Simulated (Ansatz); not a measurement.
# Slab bands of Au(111)-(√3×√3)R30°-Sn surface alloy

Aim: the slab bands of Au(111)-(√3×√3)R30°-Sn surface alloy, with their weight on the outer layers.

Method: plane-wave DFT, PBEsol, Ansatz PAW, in the first sound run; inputs show where later runs differ, in Ansatz 0.2.0.

### Step 1. The starting structure

The cell holds 15 atoms: 14 Au and 1 Sn. Its edges and angles: a = 4.997 Å, b = 4.997 Å, c = 28.022 Å, α = 90.0°, β = 90.0°, γ = 60.0°. Vacuum lies along c.

### Step 2. Relaxation

The structure is relaxed first, because levels and dipoles at a surface follow the positions of the outer atoms.

input.yaml

```yaml
crystal:
  lattice:
    - [4.9969590753, 0.0, 0.0]
    - [2.4984795376, 4.3274935009, 0.0]
    - [0.0, 0.0, 28.0223563932]
  atoms:
    - { symbol: Au, position: [0.0, 0.33333333, 0.3211721339] }
    - { symbol: Au, position: [0.33333333, 0.66666667, 0.3211721339] }
    - { symbol: Au, position: [0.66666667, 0.0, 0.3211721339] }
    - { symbol: Au, position: [0.0, 0.0, 0.4052331981] }
    - { symbol: Au, position: [0.33333333, 0.33333333, 0.4052331981] }
    - { symbol: Au, position: [0.66666667, 0.66666667, 0.4052331981] }
    - { symbol: Au, position: [0.0, 0.66666667, 0.4892942622] }
    - { symbol: Au, position: [0.33333333, 0.0, 0.4892942622] }
    - { symbol: Au, position: [0.66666667, 0.33333333, 0.4892942622] }
    - { symbol: Au, position: [0.0, 0.33333333, 0.5733553263] }
    - { symbol: Au, position: [0.33333333, 0.66666667, 0.5733553263] }
    - { symbol: Au, position: [0.66666667, 0.0, 0.5733553263] }
    - { symbol: Au, position: [0.0, 0.0, 0.6574163905] }
    - { symbol: Au, position: [0.33333333, 0.33333333, 0.6574163905] }
    - { symbol: Sn, position: [0.66666667, 0.66666667, 0.6788278661] }
kpoints:
  mp_grid: { grid: [12, 12, 1] }
hamiltonian:
  xc: pbesol
scf:
  occupations: { method: fermi_dirac, width: 0.1 }
  convergence: { dr2_threshold: 1.0e-08 }
efield:
  axis: 3
  dipole_correction: true
  ramp_position: 0.97
  ramp_width: 0.06
relax:
  f_tol: 0.01
  max_steps: 60
  constraints: [{ sites: [0, 1, 2, 3, 4, 5] }]
output:
  write_potential: true
  write_density: true
  volumetric_format: npy
```

Command:

```console
> ansatz run input.yaml --threads 4 --pin off --max-ram 12288MiB --backend cpu --events-out ev --progress --plain --runs-dir out
```

The log of the run:

```text
Engine: ansatz 0.2.0, aarch64-unknown-linux-gnu
Pseudopotentials: kind: paw
Pseudopotential: Au, paw, valence charge 19, recommended cutoff 420 eV (normal), Au.paw.azcp
Pseudopotential: Sn, paw, valence charge 14, recommended cutoff 420 eV (normal), Sn.paw.azcp
Functional definition: PBEsol
  exchange = pbesol_x
  correlation = pbesol_c
Crystal: 15 atoms, lattice volume = 605.964 Å³
Basis set: ecut = 420 eV, 11883 PW (Γ), exchange–correlation on 72×72×384 points (8 copies of the dense FFT grid, shifted against one another)
Bands: 168, of which v1, the nominal top of the filled ones, is band 140 counted from 1 (139 counted from 0)
Symmetry: 6 space group operations
Space group: P31m (ITA 157), of the structure as read, at distance tolerance 8.5e-5 Å
k-points: 19 of 144 (time reversal used)
Non-local potential: Au, projectors of the file, l = 0: 3, l = 1: 2, l = 2: 2, l = 3: 1
Non-local potential: Sn, projectors of the file, l = 0: 2, l = 1: 2, l = 2: 2, l = 3: 2
PAW form: soft (Blöchl's): semilocal exchange-correlation on the pseudo side does not see the compensation charge
PAW frozen core: Au, regenerated for the run's functional, and the local potential with it (the file was generated under x = pbe(κ = 0.804, μ = 0.219515), c = pbe(β = 0.066725))
PAW frozen core: Sn, regenerated for the run's functional, and the local potential with it (the file was generated under x = pbe(κ = 0.804, μ = 0.219515), c = pbe(β = 0.066725))
PAW one-centre angular grid: Au, 590 points (default); XC on 64 Gauss nodes
PAW one-centre angular grid: Sn, 590 points (default); XC on 64 Gauss nodes
Initial density: superposition of atomic densities (neutral atoms: chi_scale 0, normalization atom), corrected by the library's trained network
Initial wavefunctions: pseudopotential atomic-orbital guess
Functional: x = pbesol(κ = 0.804, μ = 0.123457), c = pbesol(β = 0.046)
SCF iter   1: F=—  HF=-188047.386745 eV  |F-HF|=—  |Δ(HF+E_count)|=         —  Δρ=5.06e-3  dr2=1.26e0  ethr=1.77e-3  p=0.063 e·Å  D=1.89e-2 V/Å  ΔV_dip=-0.53 eV  dr2_dipole=6.49e-2  V_vac-E_F(+/−)=4.27/4.80 eV  ⟨swp⟩=7.0  Hψ=12920  notcnv=0  defer=228
efield: sawtooth ramp at fractional position 0.9700 (set: `efield.ramp_position`, or a place that a band, a saddle search or an elastic batch's reference lends), width 0.0600; the density the first Hamiltonian is built on has a dipole p = 0.063 e·Å; the dipole correction subtracts the counter field D = 1.89e-2 V/Å, which shifts the + side's vacuum level by -0.53 eV against the − side's; the planar-averaged density in the ramp window peaks in size at 1.2e-5 e/Å³
preconditioner: auto → LDOS  [metal: Δε(μ)=0.018 eV  Ē_g=9.871 eV  σ=0.100 eV  W_gap=0.05  n_scr=122 (ndim 8)  ℏωp=19.6 eV  f_vac=0.531  D(μ)=5.13/eV (n_scr^D=10)  β→1.0]
SCF iter   2: F=—  HF=-188047.349701 eV  |F-HF|=—  |Δ(HF+E_count)|=   3.70e-2  Δρ=3.72e-3  dr2=1.19e-1  ethr=4.49e-4  p=0.125 e·Å  D=3.72e-2 V/Å  ΔV_dip=-1.04 eV  dr2_dipole=2.04e-3  V_vac-E_F(+/−)=4.36/5.41 eV  ⟨swp⟩=2.3  Hψ=4844  notcnv=0  defer=297
SCF iter   3: F=—  HF=-188047.328831 eV  |F-HF|=—  |Δ(HF+E_count)|=   2.09e-2  Δρ=1.14e-3  dr2=1.61e-2  ethr=4.24e-5  p=0.107 e·Å  D=3.19e-2 V/Å  ΔV_dip=-0.89 eV  dr2_dipole=1.54e-3  V_vac-E_F(+/−)=4.34/5.23 eV  ⟨swp⟩=2.0  Hψ=4638  notcnv=0  defer=297
SCF iter   4: F=—  HF=-188047.325867 eV  |F-HF|=—  |Δ(HF+E_count)|=   2.96e-3  Δρ=2.10e-4  dr2=5.43e-4  ethr=5.74e-6  p=0.114 e·Å  D=3.41e-2 V/Å  ΔV_dip=-0.96 eV  dr2_dipole=2.36e-5  V_vac-E_F(+/−)=4.34/5.30 eV  ⟨swp⟩=2.2  Hψ=4780  notcnv=0  defer=297
SCF iter   5: F=—  HF=-188047.325775 eV  |F-HF|=—  |Δ(HF+E_count)|=   9.27e-5  Δρ=4.56e-5  dr2=3.17e-5  ethr=1.94e-7  p=0.114 e·Å  D=3.42e-2 V/Å  ΔV_dip=-0.96 eV  dr2_dipole=1.31e-5  V_vac-E_F(+/−)=4.34/5.30 eV  ⟨swp⟩=3.3  Hψ=5895  notcnv=0  defer=291
SCF iter   6: F=—  HF=-188047.325721 eV  |F-HF|=—  |Δ(HF+E_count)|=   5.39e-5  Δρ=2.15e-5  dr2=4.61e-6  ethr=1.13e-8  p=0.115 e·Å  D=3.43e-2 V/Å  ΔV_dip=-0.96 eV  dr2_dipole=9.45e-7  V_vac-E_F(+/−)=4.34/5.30 eV  ⟨swp⟩=2.2  Hψ=4672  notcnv=0  defer=291
SCF iter   7: F=—  HF=-188047.325949 eV  |F-HF|=—  |Δ(HF+E_count)|=   2.29e-4  Δρ=6.64e-6  dr2=3.68e-7  ethr=1.65e-9  p=0.115 e·Å  D=3.44e-2 V/Å  ΔV_dip=-0.96 eV  dr2_dipole=3.29e-8  V_vac-E_F(+/−)=4.34/5.30 eV  ⟨swp⟩=2.0  Hψ=4667  notcnv=0  defer=284
SCF iter   8: F=—  HF=-188047.325950 eV  |F-HF|=—  |Δ(HF+E_count)|=   2.29e-7  Δρ=2.73e-6  dr2=6.87e-8  ethr=1.31e-10  p=0.115 e·Å  D=3.44e-2 V/Å  ΔV_dip=-0.96 eV  dr2_dipole=3.02e-9  V_vac-E_F(+/−)=4.34/5.30 eV  ⟨swp⟩=3.6  Hψ=6902  notcnv=0  defer=284
SCF iter   9: F=-188047.325950 eV  HF=-188047.325950 eV  |F-HF|=3.77e-8  |Δ(HF+E_count)|=   1.64e-7  Δρ=7.40e-7  dr2=4.88e-9  ethr=3.57e-12  p=0.115 e·Å  D=3.44e-2 V/Å  ΔV_dip=-0.96 eV  dr2_dipole=4.37e-10  V_vac-E_F(+/−)=4.34/5.30 eV  ⟨swp⟩=8.4  Hψ=22910  notcnv=0
SCF 1 converged in 9 iterations: F = -188047.325950 eV  dr2 = 4.88e-9
  greatest PAW one-centre occupation: 1.001 electrons in one spin orbital (limit 2), on the Au atom at site 8 (counted from 0), in its partial waves of l = 0
relax step   1: F+E_penalty+E_count = -188047.32594980 eV  Δ(F+E_penalty+E_count) = +0.000e0 eV  max|allowed force component| = 4.197e-1 eV/Å  Δτ_max = 0.0000 Å  (9 SCF iters, accepted)
Initial density: handed on by an earlier stage of this run
Initial wavefunctions: those handed on with the density
iter 1 solved again at ethr=6.89e-6 eV; its pass at ethr=3.10e-3 eV (dr2=1.93e-2 eV) is discarded
SCF iter   1: F=—  HF=-188047.404304 eV  |F-HF|=—  |Δ(HF+E_count)|=         —  Δρ=2.11e-3  dr2=2.38e-2  ethr=6.89e-6  p=0.115 e·Å  D=3.44e-2 V/Å  ΔV_dip=-0.96 eV  dr2_dipole=4.26e-3  V_vac-E_F(+/−)=4.34/5.31 eV  ⟨swp⟩=2.3  Hψ=12743  notcnv=0  defer=287
efield: sawtooth ramp at fractional position 0.9700 (set: `efield.ramp_position`, or a place that a band, a saddle search or an elastic batch's reference lends), width 0.0600; the density the first Hamiltonian is built on has a dipole p = 0.115 e·Å; the dipole correction subtracts the counter field D = 3.44e-2 V/Å, which shifts the + side's vacuum level by -0.96 eV against the − side's; the planar-averaged density in the ramp window peaks in size at 7.7e-6 e/Å³
preconditioner: auto → LDOS  [metal: Δε(μ)=0.078 eV  Ē_g=10.048 eV  σ=0.100 eV  W_gap=0.19  n_scr=122 (ndim 8)  ℏωp=19.6 eV  f_vac=0.534  D(μ)=5.19/eV (n_scr^D=10)  β→1.0]
[...]
SCF iter   9: F=-188047.430421 eV  HF=-188047.430421 eV  |F-HF|=9.40e-9  |Δ(HF+E_count)|=   2.80e-8  Δρ=4.32e-7  dr2=1.96e-9  ethr=3.57e-12  p=0.070 e·Å  D=2.08e-2 V/Å  ΔV_dip=-0.58 eV  dr2_dipole=9.50e-13  V_vac-E_F(+/−)=4.71/5.29 eV  ⟨swp⟩=9.8  Hψ=21348  notcnv=0
SCF 3 converged in 9 iterations: F = -188047.430421 eV  dr2 = 1.96e-9
relax step   3: F+E_penalty+E_count = -188047.43042064 eV  Δ(F+E_penalty+E_count) = -3.186e-2 eV  max|allowed force component| = 7.909e-2 eV/Å  Δτ_max = 0.1945 Å  (9 SCF iters, accepted)
[...]
relax step   4: F+E_penalty+E_count = -188047.43438771 eV  Δ(F+E_penalty+E_count) = -3.967e-3 eV  max|allowed force component| = 1.627e-2 eV/Å  Δτ_max = 0.0293 Å  (8 SCF iters, accepted)
SCF iter   1: F=—  HF=-188047.434424 eV  |F-HF|=—  |Δ(HF+E_count)|=         —  Δρ=1.58e-4  dr2=2.04e-4  ethr=8.15e-7  p=0.068 e·Å  D=2.03e-2 V/Å  ΔV_dip=-0.57 eV  dr2_dipole=3.02e-5  V_vac-E_F(+/−)=4.72/5.29 eV  ⟨swp⟩=3.0  Hψ=5844  notcnv=0  defer=293
efield: sawtooth ramp at fractional position 0.9700 (set: `efield.ramp_position`, or a place that a band, a saddle search or an elastic batch's reference lends), width 0.0600; the density the first Hamiltonian is built on has a dipole p = 0.068 e·Å; the dipole correction subtracts the counter field D = 2.03e-2 V/Å, which shifts the + side's vacuum level by -0.57 eV against the − side's; the planar-averaged density in the ramp window peaks in size at 1.1e-5 e/Å³
preconditioner: auto → LDOS  [metal: Δε(μ)=0.082 eV  Ē_g=10.110 eV  σ=0.100 eV  W_gap=0.20  n_scr=122 (ndim 8)  ℏωp=19.6 eV  f_vac=0.536  D(μ)=5.04/eV (n_scr^D=10)  β→1.0]
SCF iter   2: F=—  HF=-188047.434352 eV  |F-HF|=—  |Δ(HF+E_count)|=   7.22e-5  Δρ=9.02e-5  dr2=1.44e-4  ethr=7.27e-8  p=0.068 e·Å  D=2.03e-2 V/Å  ΔV_dip=-0.57 eV  dr2_dipole=2.84e-5  V_vac-E_F(+/−)=4.72/5.29 eV  ⟨swp⟩=3.4  Hψ=7180  notcnv=0  defer=293
SCF iter   3: F=—  HF=-188047.434329 eV  |F-HF|=—  |Δ(HF+E_count)|=   2.24e-5  Δρ=1.63e-5  dr2=2.09e-6  ethr=5.16e-8  p=0.068 e·Å  D=2.02e-2 V/Å  ΔV_dip=-0.57 eV  dr2_dipole=1.12e-7  V_vac-E_F(+/−)=4.72/5.29 eV  ⟨swp⟩=2.1  Hψ=4401  notcnv=0  defer=293
SCF iter   4: F=—  HF=-188047.434477 eV  |F-HF|=—  |Δ(HF+E_count)|=   1.48e-4  Δρ=6.94e-6  dr2=6.77e-7  ethr=7.48e-10  p=0.068 e·Å  D=2.02e-2 V/Å  ΔV_dip=-0.57 eV  dr2_dipole=4.33e-8  V_vac-E_F(+/−)=4.72/5.29 eV  ⟨swp⟩=2.7  Hψ=5897  notcnv=0  defer=293
SCF iter   5: F=—  HF=-188047.434477 eV  |F-HF|=—  |Δ(HF+E_count)|=   7.25e-8  Δρ=2.97e-6  dr2=1.07e-7  ethr=2.42e-10  p=0.068 e·Å  D=2.02e-2 V/Å  ΔV_dip=-0.57 eV  dr2_dipole=1.23e-8  V_vac-E_F(+/−)=4.72/5.29 eV  ⟨swp⟩=2.1  Hψ=4377  notcnv=0  defer=293
SCF iter   6: F=-188047.434477 eV  HF=-188047.434477 eV  |F-HF|=2.04e-10  |Δ(HF+E_count)|=   5.97e-9  Δρ=6.93e-7  dr2=8.50e-9  ethr=3.57e-12  p=0.068 e·Å  D=2.02e-2 V/Å  ΔV_dip=-0.57 eV  dr2_dipole=2.01e-9  V_vac-E_F(+/−)=4.72/5.29 eV  ⟨swp⟩=9.0  Hψ=23646  notcnv=0
SCF 5 converged in 6 iterations: F = -188047.434477 eV  dr2 = 8.50e-9
relax step   5: F+E_penalty+E_count = -188047.43447740 eV  Δ(F+E_penalty+E_count) = -8.969e-5 eV  max|allowed force component| = 2.868e-3 eV/Å  Δτ_max = 0.0038 Å  (6 SCF iters, accepted)
NSCF: frozen V_eff on 19 k-points
the band table was solved once a step of the walk had ended and its energy, with any forces and stress, was formed, with the checks that follow a solve (16244 applications of the Hamiltonian). They found nothing against the state; the energy, forces and stress were not computed again (output.eigenvalues in the input reference)
WARN: The output density's exchange-correlation potential varies sharply where the density is thin. Do not read a vacuum level from v_tot or v_xc, or from such a field of the output density. On a cell that repeats whose density bears no net charge and no dipole along the vacuum's axis use v_es (v_loc + v_h of the components); under efield.dipole_correction with no amplitude use v_es + v_field, which holds any externa [...]
SCF converged after 6 iterations
Free energy (F): -188047.434477 eV
Harris-Foulkes:  -188047.434477 eV  (|F-HF|=2.04e-10)
Internal energy: -188047.271609 eV  (E = F + TS)
E sigma→0 (E₀):  -188047.353043 eV
Entropy (-TS):   -0.162868 eV (-10.858 meV/atom)
Fermi energy:    5.698903 eV
Dipole field:    D = 0.020195 V/Å  (p = 0.067630 e·Å, saw-weighted, corrected)
Work function:   Φ+ = 4.7227 eV   Φ− = 5.2886 eV
Levels:          The Fermi level and band energies are counted from a zero that moves with the ramp; work functions are not
--- Per-component energies (eV) ---
  E_band       = -6991.188573
  E_kinetic    = 8649.264198
  E_local      = -549801.738072  (includes V_loc(G=0)·N_el)
  E_nonlocal   = 1056.346719
  E_hartree    = 271243.433395
  E_xc         = -3546.872372
  E_vxc        = -3935.237035  (∫ρ·V_xc dr)
  E_paw        = -137986.925676  (= ΣΔE_a)
  E_vpaw       = -5448.788476  (= ΣTr[D̂ρ^β])
  E_aug_tail   = 0.019928  (compensation charges beyond the density's cutoff)
  E_efield     = 0.000683  (sawtooth field / dipole correction)
  E_vefield    = 2.047274  (∫n·V_field dr)
  E_ewald      = 222334.582041
  E_core_change = 4.617547  (= ΣΔE_core)
  E_smearing   = -0.162868  (= −TS)
  E_closure    = 0.000000  (closes the sum)
  Σ components = -188047.434477   (vs F -188047.434477, Δ=0.00e0)
--- Forces (eV/Å), atoms counted from 1 ---
  atom   1  Au    -0.00219607     0.00380370    -0.07643000
  atom   2  Au     0.00439214     0.00000000    -0.07643000
  atom   3  Au    -0.00219607    -0.00380370    -0.07643000
  atom   4  Au    -0.00000000     0.00000000     0.06256353
  atom   5  Au     0.00000000     0.00000000     0.06256353
  atom   6  Au     0.00000000    -0.00000000     0.11115258
  atom   7  Au     0.00022485     0.00000000    -0.00286846
  atom   8  Au    -0.00011243     0.00019473    -0.00286846
  atom   9  Au    -0.00011243    -0.00019473    -0.00286846
  atom  10  Au    -0.00013038     0.00022583     0.00123463
  atom  11  Au     0.00026076     0.00000000     0.00123463
  atom  12  Au    -0.00013038    -0.00022583     0.00123463
  atom  13  Au     0.00000000     0.00000000    -0.00098755
  atom  14  Au     0.00000000    -0.00000000    -0.00098755
  atom  15  Sn     0.00000000     0.00000000    -0.00020327
  max |Σ_I F_I| component: 9.02e-5 eV/Å
--- Band table (eV; the first three rows and the last of 19) ---
  k-point 0: bands = [... 136 lower, 5.2803, 5.5722, 7.7643, 7.7643, 8.2094, 8.2094, 8.2608, 8.5705, ... 24 higher]
  k-point 1: bands = [... 136 lower, 5.4860, 5.5779, 7.0352, 7.3028, 7.6784, 7.9976, 8.2173, 8.4592, ... 24 higher]
  k-point 2: bands = [... 136 lower, 5.2570, 6.0497, 6.3761, 6.6220, 6.6295, 7.4831, 7.6782, 7.8505, ... 24 higher]
  k-point 18: bands = [... 136 lower, 3.7848, 3.8177, 3.8422, 3.8422, 5.0427, 5.4044, 5.4044, 6.8692, ... 24 higher]
--- Relaxed structure (5 steps of the walk, 5 accepted, 0 SCFs on fresh bases) ---
  F+E_penalty+E_count = -188047.43447740 eV   max|allowed force component| = 2.868e-3 eV/Å
  atoms:
    - { symbol: Au, position: [1.666667e-9, 0.333333, 0.3211721339] }
    - { symbol: Au, position: [0.333333, 0.666667, 0.3211721339] }
    - { symbol: Au, position: [0.666667, 1.666667e-9, 0.3211721339] }
    - { symbol: Au, position: [0.0, 0.0, 0.405233] }
    - { symbol: Au, position: [0.333333, 0.333333, 0.405233] }
    - { symbol: Au, position: [0.666667, 0.666667, 0.405233] }
    - { symbol: Au, position: [0.00106838, 0.666667, 0.489045] }
    - { symbol: Au, position: [0.332265, 0.00106838, 0.489045] }
    - { symbol: Au, position: [0.666667, 0.332265, 0.489045] }
    - { symbol: Au, position: [-0.00231915, 0.335652, 0.573521] }
    - { symbol: Au, position: [0.335652, 0.666667, 0.573521] }
    - { symbol: Au, position: [0.666667, -0.00231915, 0.573521] }
    - { symbol: Au, position: [3.687740e-19, -7.375481e-19, 0.660494] }
    - { symbol: Au, position: [0.333333, 0.333333, 0.660494] }
    - { symbol: Sn, position: [0.666667, 0.666667, 0.665335] }
```

The job ended after 5 min (4 threads of Arm Neoverse V1, shared host; peak memory 2.8 GiB).

Reading the cycles: dr2 is the Hartree energy of the density residual (eV), the measure of convergence; HF is the Harris–Foulkes estimate of the energy, which meets the free energy F at convergence.

The steps of the relaxation:

| step | energy less that of the first step (eV) | largest force component (eV/Å) |
| --- | --- | --- |
| 1 | 0.0000 | 0.4197 |
| 2 | -0.0726 | 0.2118 |
| 3 | -0.1045 | 0.0791 |
| 4 | -0.1084 | 0.0163 |
| 5 | -0.1085 | 0.0029 |

Forces are held to the 6 operations that the program found; a distortion that breaks them can't arise in this run.

The atoms that moved most (Å):

```
atom      dx      dy      dz  length
Sn15   0.000   0.000  -0.378   0.378
Au14   0.000   0.000   0.086   0.086
Au13   0.000   0.000   0.086   0.086
Au12  -0.006  -0.010   0.005   0.012
Au10  -0.006   0.010   0.005   0.012
Au11   0.012   0.000   0.005   0.012
 Au7   0.005   0.000  -0.007   0.009
 Au8  -0.003   0.005  -0.007   0.009
```

Final coordinates:

```cif
data_structure
_symmetry_space_group_name_H-M 'P 1'
_symmetry_Int_Tables_number 1
_cell_length_a 4.9970
_cell_length_b 4.9970
_cell_length_c 28.0224
_cell_angle_alpha 90.000
_cell_angle_beta 90.000
_cell_angle_gamma 60.000
_cell_volume 605.96
loop_
_atom_site_label
_atom_site_type_symbol
_atom_site_fract_x
_atom_site_fract_y
_atom_site_fract_z
_atom_site_occupancy
Au1 Au 0.00000 0.33333 0.32117 1
Au2 Au 0.33333 0.66667 0.32117 1
Au3 Au 0.66667 0.00000 0.32117 1
Au4 Au 0.00000 0.00000 0.40523 1
Au5 Au 0.33333 0.33333 0.40523 1
Au6 Au 0.66667 0.66667 0.40523 1
Au7 Au 0.00107 0.66667 0.48905 1
Au8 Au 0.33226 0.00107 0.48905 1
Au9 Au 0.66667 0.33226 0.48905 1
Au10 Au 0.99768 0.33565 0.57352 1
Au11 Au 0.33565 0.66667 0.57352 1
Au12 Au 0.66667 0.99768 0.57352 1
Au13 Au 0.00000 0.00000 0.66049 1
Au14 Au 0.33333 0.33333 0.66049 1
Sn15 Sn 0.66667 0.66667 0.66533 1
```

Read from the output:

- energy at zero smearing: -188047.3530 eV
- work function, upper face: 4.723 eV
- work function, lower face: 5.289 eV
- dipole along the normal: 0.06763 e·Å
- step between the vacuum levels: -0.5659 eV

The relaxation took 5 steps and lowered the energy by 0.11 eV; the largest force on the free atoms ends at 0.0029 eV/Å.

The work function of the upper face is 4.72 eV.

(Part 1 of 3 ends here.)

[Long decimals in the printed logs are rounded to 6 places.]

[Logs are printed without paths, hosts, clocks, repeated set-up lines and the standing remarks that a program may print on its own settings, such as how far it seeks lower states.]

[Hosts, paths, dates, database ids (printed as entryN), source tags and the programs' standing remarks are cut or masked in the printed files.]

[Maps of the electrostatic potential energy from Ansatz leave out the sawtooth potential of an applied field or a dipole correction, so their vacuum need not be flat; planar profiles and work functions include it.]
